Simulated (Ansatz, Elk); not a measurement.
# Be5Ge2: X-ray structure factors from the self-consistent density

The structure of Be5Ge2 used here is made up (a known structure type with other elements) and was relaxed beforehand with r2SCAN. The aim is the Fourier transform of its all-electron density, F(hkl), set beside the sum over free spherical atoms that refinements use.

Calculated with Elk 11.2.3 (patched build); DFT, PBE, all-electron APW+lo, Dirac cores, scalar-relativistic bands, static density, no spin.

The structure was built from a prototype and need not be the compound's stable phase.

### 1. Set-up

Symmetry: R-3m, No. 166, trigonal system. The conventional cell has a = 3.693 Å, b = 3.693 Å, c = 21.396 Å, α = 90.00°, β = 90.00°, γ = 120.00°. Ge has 5 Be at 2.17 to 2.40 Å nearest. Be has 6 Be at 2.16 Å nearest. Nearest to Be lie 4 Ge at 2.17 to 2.40 Å and 3 Be at 2.38 Å. Be has 6 Be at 2.16 to 2.23 Å and 1 Ge at 2.25 Å nearest. Farther neighbours are not listed.

### 2. Ground state and structure factors

An all-electron density is needed, since X-rays see the cores too. Task 0 finds the density and task 195 Fourier-transforms it; tshift is off so that phases refer to the origin typed.

File elk.in:

```
tasks
  0
  195

xctype
  20

spinpol
  .false.

rgkmax
  7.0

gmaxvr
  14.0

lmaxo
  7

lmaxapw
  8

swidth
  0.002

tshift
  .false.

ramdisk
  .false.

hmaxvr
  5.5

maxscl
  120

epspot
  1e-06

sppath
  './'

avec
  3.48981962042 2.01484829691 13.47743191612
  -3.48981962042 2.01484829691 13.47743191612
  -0.00000000000 -4.02969659490 13.47743191596

atoms
  2
  'Ge.in'
  2
  0.7565456502 0.7565456502 0.7565456502   0.000000 0.000000 0.000000
  0.2434543498 0.2434543498 0.2434543498   0.000000 0.000000 0.000000
  'Be.in'
  5
  0.0000000000 0.0000000000 0.0000000000   0.000000 0.000000 0.000000
  0.8581674058 0.8581674058 0.8581674058   0.000000 0.000000 0.000000
  0.3487058334 0.3487058334 0.3487058334   0.000000 0.000000 0.000000
  0.1418325942 0.1418325942 0.1418325942   0.000000 0.000000 0.000000
  0.6512941666 0.6512941666 0.6512941666   0.000000 0.000000 0.000000

ngridk
  7 7 7
```

On the command line:

```sh
$ OMP_NUM_THREADS=4 elk
```

Numbers of over 12 decimals in the logs are rounded to 6 here.

The program printed:

```text
┌─────────────────────────┐
│ Elk code version 11.2.3 │
└─────────────────────────┘

All units are atomic (Hartree, Bohr, etc.)

┌─────────────────────────────────────────────────┐
│ Ground-state run starting from atomic densities │
└─────────────────────────────────────────────────┘

Lattice vectors :
   3.489819620       2.014848297       13.47743192
  -3.489819620       2.014848297       13.47743192
  -0.000000000      -4.029696595       13.47743192

Reciprocal lattice vectors :
  0.9002163422      0.5197401475      0.1554001620
 -0.9002163422      0.5197401475      0.1554001620
  0.9036037195E-17  -1.039480295      0.1554001619

Unit cell volume      :    568.5959076
Brillouin zone volume :   0.4362504375

Muffin-tin inner radius fraction :   0.1000000000E-01

Nuclei treated as point charges

Species : 1 (Ge)
 parameters loaded from : Ge.in
 name : germanium
 nuclear charge    :   -32.00000000
 electronic charge :    32.00000000
 atomic mass :    132414.6196
 muffin-tin radius :    2.319314787
 number of radial points in muffin-tin :    993
 inner part over the whole radius :   0.9849427282E-02
 number on inner part of muffin-tin    :    701
 approximate nuclear radius :   0.7637961215E-04
 number of mesh points to nuclear radius :    341
 atomic positions (lattice), magnetic fields (Cartesian) :
  1 :  -0.24345435 -0.24345435 -0.24345435    0.00000000  0.00000000  0.00000000
  2 :   0.24345435  0.24345435  0.24345435    0.00000000  0.00000000  0.00000000

Species : 2 (Be)
 parameters loaded from : Be.in
 name : beryllium
 nuclear charge    :   -4.000000000
 electronic charge :    4.000000000
 atomic mass :    16428.20280
 muffin-tin radius :    1.739486090
 number of radial points in muffin-tin :    593
 inner part over the whole radius :   0.9934870073E-02
 number on inner part of muffin-tin    :    403
 approximate nuclear radius :   0.4290726161E-04
 number of mesh points to nuclear radius :    156
 atomic positions (lattice), magnetic fields (Cartesian) :
  1 :   0.00000000  0.00000000  0.00000000    0.00000000  0.00000000  0.00000000
  2 :  -0.14183259 -0.14183259 -0.14183259    0.00000000  0.00000000  0.00000000
  3 :   0.34870583  0.34870583  0.34870583    0.00000000  0.00000000  0.00000000
  4 :   0.14183259  0.14183259  0.14183259    0.00000000  0.00000000  0.00000000
  5 :  -0.34870583 -0.34870583 -0.34870583    0.00000000  0.00000000  0.00000000

Total number of atoms per unit cell :    7
Total muffin-tin volume :    214.7550941
 ratio of muffin-tin to unit cell volume :   0.3776937034

Spin treatment :
 spin-unpolarised

Number of Bravais lattice symmetries :   12
Number of crystal symmetries         :   12
Crystal has inversion symmetry
Real symmetric eigensolver will be used

k-point grid :      7     7     7
k-point offset :    0.000000000       0.000000000       0.000000000
k-point set is reduced with full crystal symmetry group
Total number of k-points :       44

Muffin-tin radius times maximum |G+k| :    7.000000000
 using average radius
Maximum |G+k| for APW functions       :    3.674248610
Maximum (1/2)|G+k|²                   :    6.750051422
Maximum |G| for potential and density :    14.00000000
Constant for pseudocharge density :    8
 order of it for each species :   15  15
 order of it for pair densities of each species (exact exchange by exxq0 0: 16) :   14   7
Radial integration step length :    1

G-vector grid sizes :     63    63    63
Number of G-vectors :    26389

Maximum angular momentum used for
 APW functions            :    8
 outer part of muffin-tin :    7
 inner part of muffin-tin :    2

Total nuclear charge    :   -84.00000000
Total core charge       :    46.00000000
Total valence charge    :    38.00000000
Total excess charge     :    0.000000000
Total electronic charge :    84.00000000

Effective Wigner radius, rₛ :    1.173487888

Number of empty states         :     28
Total number of valence states :     48
Total number of core states    :     46

[...]
xc potential                :     -220.73431531282
 exchange                    :     -170.07524326709
 correlation                 :     -3.805736
 electron entropic           :    -0.52921449439029E-03
 total energy                :     -4274.1939892916

Density of states at Fermi energy :    37.58956355
 (states/Hartree/unit cell)

Estimated indirect band gap :   0.5745205686E-02
 from k-point 9 to k-point 44
Estimated direct band gap   :   0.1002594077E-01
 at k-point 36

Charges :
 core                        :    46.00000000
 valence                     :    38.00000000
 interstitial                :    9.525598577
 muffin-tins (core leakage)
  species : 1 (Ge)
[...]
species : 2 (Be)
[...]
total in muffin-tins        :    74.47440142
 total calculated charge     :    83.99100542
 total charge                :    84.00000000
 error                       :   0.8994580556E-02

RMS change in Kohn-Sham potential (target) :    6.334242909     (  0.1000000000E-05)
Absolute change in total energy (target)   :    1.482788864     (  0.1000000000E-03)

[... loops 3 to 15 left out ...]

┌──────────────────┐
│ Loop number : 16 │
└──────────────────┘

Energies :
 Fermi                       :     0.240876
 sum of occupied eigenvalues :     -2448.4336994633
 electron kinetic            :      4360.1946075366
 core electron kinetic       :      4039.6706562241
 Coulomb                     :     -8458.0935083671
 Coulomb potential           :     -6582.5199269794
 nuclear-nuclear             :     -525.78982271481
 electron-nuclear            :     -9291.1152224156
 Hartree                     :      1358.8115367633
 Madelung                    :     -5166.8335448774
 xc potential                :     -226.10838002049
 exchange                    :     -170.22451619938
 correlation                 :     -3.810231
 electron entropic           :    -0.46330929054085E-03
 total energy                :     -4271.9341111567

Density of states at Fermi energy :    31.85585135
 (states/Hartree/unit cell)

Estimated indirect band gap :   0.2734414163E-02
 from k-point 15 to k-point 44
Estimated direct band gap   :   0.1558061418E-01
 at k-point 36

Charges :
 core                        :    46.00000000
 valence                     :    38.00000000
 interstitial                :    9.438055858
 muffin-tins (core leakage)
  species : 1 (Ge)
[...]
species : 2 (Be)
[...]
total in muffin-tins        :    74.56194414
 total calculated charge     :    83.99112648
 total charge                :    84.00000000
 error                       :   0.8873518815E-02

RMS change in Kohn-Sham potential (target) :   0.5532328116E-06 (  0.1000000000E-05)
Absolute change in total energy (target)   :   0.9591591152E-05 (  0.1000000000E-03)

Convergence targets achieved

┌──────────────────┐
│ Loop number : 17 │
└──────────────────┘

Energies :
 Fermi                       :     0.240876
 sum of occupied eigenvalues :     -2448.4336991950
 electron kinetic            :      4360.1946073370
 core electron kinetic       :      4039.6706562870
 Coulomb                     :     -8458.0935080908
 Coulomb potential           :     -6582.5199272683
 nuclear-nuclear             :     -525.78982271481
 electron-nuclear            :     -9291.1152215565
 Hartree                     :      1358.8115361806
 Madelung                    :     -5166.8335444566
 xc potential                :     -226.10837926370
 exchange                    :     -170.22451618418
 correlation                 :     -3.810231
 electron entropic           :    -0.46330926592486E-03
 total energy                :     -4271.9341110654

Density of states at Fermi energy :    31.85584792
 (states/Hartree/unit cell)

Estimated indirect band gap :   0.2734419945E-02
 from k-point 15 to k-point 44
Estimated direct band gap   :   0.1558061499E-01
 at k-point 36

Charges :
 core                        :    46.00000000
 valence                     :    38.00000000
 interstitial                :    9.438055864
 muffin-tins (core leakage)
  species : 1 (Ge)
[...]
species : 2 (Be)
[...]
atom 3                    :    2.773431497     (  0.1584259944E-02)
   atom 4                    :    2.711677641     (  0.1561111431E-02)
   atom 5                    :    2.773431497     (  0.1584259944E-02)
 total in muffin-tins        :    74.56194414
 total calculated charge     :    83.99112648
 total charge                :    84.00000000
 error                       :   0.8873518782E-02

┌──────────────────────────────┐
│ Self-consistent loop stopped │
└──────────────────────────────┘

Warning : core states of species 1 leak from the muffin-tin :   0.5321465791E-03

Warning : core states of species 2 leak from the muffin-tin :   0.1584259944E-02

Wrote STATE.OUT
```

Elapsed: 26 s, on 4 threads of AMD EPYC 9B45 (Zen 5), shared host; peak memory 0.25 GiB; 79 s of CPU time.

SFACRHO.OUT:

```text

h k l indices transformed by vhmat matrix:
   1.000000000       0.000000000       0.000000000    
   0.000000000       1.000000000       0.000000000    
   0.000000000       0.000000000       1.000000000    

      h      k      l  multipl.   |H|            Re(F)            Im(F)           |F|

      0      0      0      1   0.0000000       83.999998     -0.47619819E-16   83.999998    
      1      1      1      2  0.46620049      -3.5205617      0.11096513E-13   3.5205617    
     -2     -2     -2      2  0.93240097      -43.443069     -0.81374425E-13   43.443069    
     -1      0      0      6   1.0510321       5.0317810     -0.32056592E-14   5.0317810    
      1      1      0      6   1.0849498      -54.174067      0.24412328E-13   54.174067    
     -1     -2     -1      6   1.2111592       46.285073      0.56962098E-13   46.285073    
     -1     -2     -2      6   1.2977864       11.341155      0.12822637E-13   11.341155    
      3      3      3      2   1.3986015       22.591329     -0.40440623E-13   22.591329    
     -2     -2     -3      6   1.5046031      -11.753565     -0.18247598E-13   11.753565    
      2      3      3      6   1.6205150       50.408283     -0.92717527E-13   50.408283    
      1     -1      0      6   1.8004327       54.624014      0.25216607E-14   54.624014    
     -2     -1      0     12   1.8598120      -3.7342958     -0.10664981E-13   3.7342958    
      4      4      4      2   1.8648019       41.999690     -0.13340474E-12   41.999690    
      3      4      3      6   1.8696097      -46.091701      0.12717836E-12   46.091701    
      4      3      4      6   2.0006433      -18.884118      0.89018689E-13   18.884118    
      1      3      2     12   2.0275427      -35.971850      0.68428494E-13   35.971850    
      1     -1      1      6   2.0847605       3.4218249     -0.98635667E-15   3.4218249    
      0      0     -2      6   2.1020642      -42.923897     -0.29590700E-13   42.923897
```

Elk indexes on the primitive cell of elk.in and gives |H| = 4π sin θ/λ in inverse bohr. Below, one row stands for each form hkl of the conventional cell (m members, Friedel mates merged), F is for one primitive cell and the density is static (no thermal factor). Free-atom factors are Waasmaier and Kirfel's, and R is Σm||F|−|F'||/Σm|F|.

| hkl | m | sin θ/λ (Å⁻¹) | abs F, DFT | neutral atoms | diff. |
| --- | --- | --- | --- | --- | --- |
| 003 | 2 | 0.070 | 3.521 | 3.626 | -0.105 |
| 006 | 2 | 0.140 | 43.443 | 44.189 | -0.746 |
| 101 | 6 | 0.158 | 5.032 | 4.844 | +0.188 |
| 012 | 6 | 0.163 | 54.174 | 53.906 | +0.268 |
| 104 | 6 | 0.182 | 46.285 | 46.504 | -0.219 |
| 015 | 6 | 0.195 | 11.341 | 11.370 | -0.029 |
| 009 | 2 | 0.210 | 22.591 | 22.140 | +0.451 |
| 107 | 6 | 0.226 | 11.754 | 11.802 | -0.048 |
| 018 | 6 | 0.244 | 50.408 | 50.673 | -0.265 |
| 110 | 6 | 0.271 | 54.624 | 55.035 | -0.411 |
| 113 | 12 | 0.280 | 3.734 | 3.647 | +0.088 |
| 0 0 12 | 2 | 0.280 | 42.000 | 42.236 | -0.237 |
| 1 0 10 | 6 | 0.281 | 46.092 | 46.484 | -0.393 |
| 0 1 11 | 6 | 0.301 | 18.884 | 19.058 | -0.174 |
| 116 | 12 | 0.305 | 35.972 | 36.160 | -0.188 |
| 021 | 6 | 0.314 | 3.422 | 3.609 | -0.187 |
| 202 | 6 | 0.316 | 42.924 | 43.233 | -0.309 |
| 024 | 6 | 0.326 | 37.992 | 38.094 | -0.102 |

### 3. The highest occupied states alone

An energy window below the Fermi level keeps the highest occupied states, to see at which angles they scatter; shallow core shells can lie inside it and anion s states outside. No new self-consistency is needed.

Edit elk.in of step 2 so:

```diff
@@ -1,3 +1,2 @@
 tasks
-  0
   195
@@ -40,2 +39,5 @@
 
+wsfac
+  -0.126620 0.540880
+
 sppath
```

On the command line:

```sh
$ OMP_NUM_THREADS=4 elk
```

The program printed:

```text
┌─────────────────────────────────┐
│ Elk code version 11.2.3 started │
└─────────────────────────────────┘

Info(readinput): the functional depends on the density's gradient
 muffin-tin radial points multiplied by    2.00000
 (not where nrmtscf is given)

┌────────────────────┐
│ Current task : 195 │
└────────────────────┘
Info(checkmt): changed muffin-tin radius of species 1 (Ge) from   2.4000 to   2.3193
Info(checkmt): changed muffin-tin radius of species 2 (Be) from   1.8000 to   1.7395

Info(sfacrho): density structure factors written to SFACRHO.OUT

 Energy window :  -0.1266200000      0.5408800000

┌──────────────────┐
│ Elk code stopped │
└──────────────────┘
```

The job ended after 3.5 s (4 threads; peak memory 0.17 GiB).

States within 10 eV below the Fermi level hold 16.06 electrons; any levels below the window count with the cores, and a count that is not whole means the window cuts a band. Their amplitudes can exceed the total, where window and core parts have opposite phase:

| hkl | sin θ/λ (Å⁻¹) | abs F, window | abs F, all |
| --- | --- | --- | --- |
| 003 | 0.070 | 0.891 | 3.521 |
| 006 | 0.140 | 0.717 | 43.443 |
| 101 | 0.158 | 0.754 | 5.032 |
| 012 | 0.163 | 1.910 | 54.174 |
| 104 | 0.182 | 0.297 | 46.285 |
| 015 | 0.195 | 0.300 | 11.341 |
| 009 | 0.210 | 1.031 | 22.591 |
| 107 | 0.226 | 0.026 | 11.754 |
| 018 | 0.244 | 0.218 | 50.408 |
| 110 | 0.271 | 0.248 | 54.624 |

(Part 1 of 2 ends here.)

[Logs are printed without paths, hosts, clocks, repeated set-up lines and the standing remarks that a program may print on its own settings, such as how far it seeks lower states.]

[Hosts, paths, dates, database ids (printed as entryN), source tags and the programs' standing remarks are cut or masked in the printed files.]
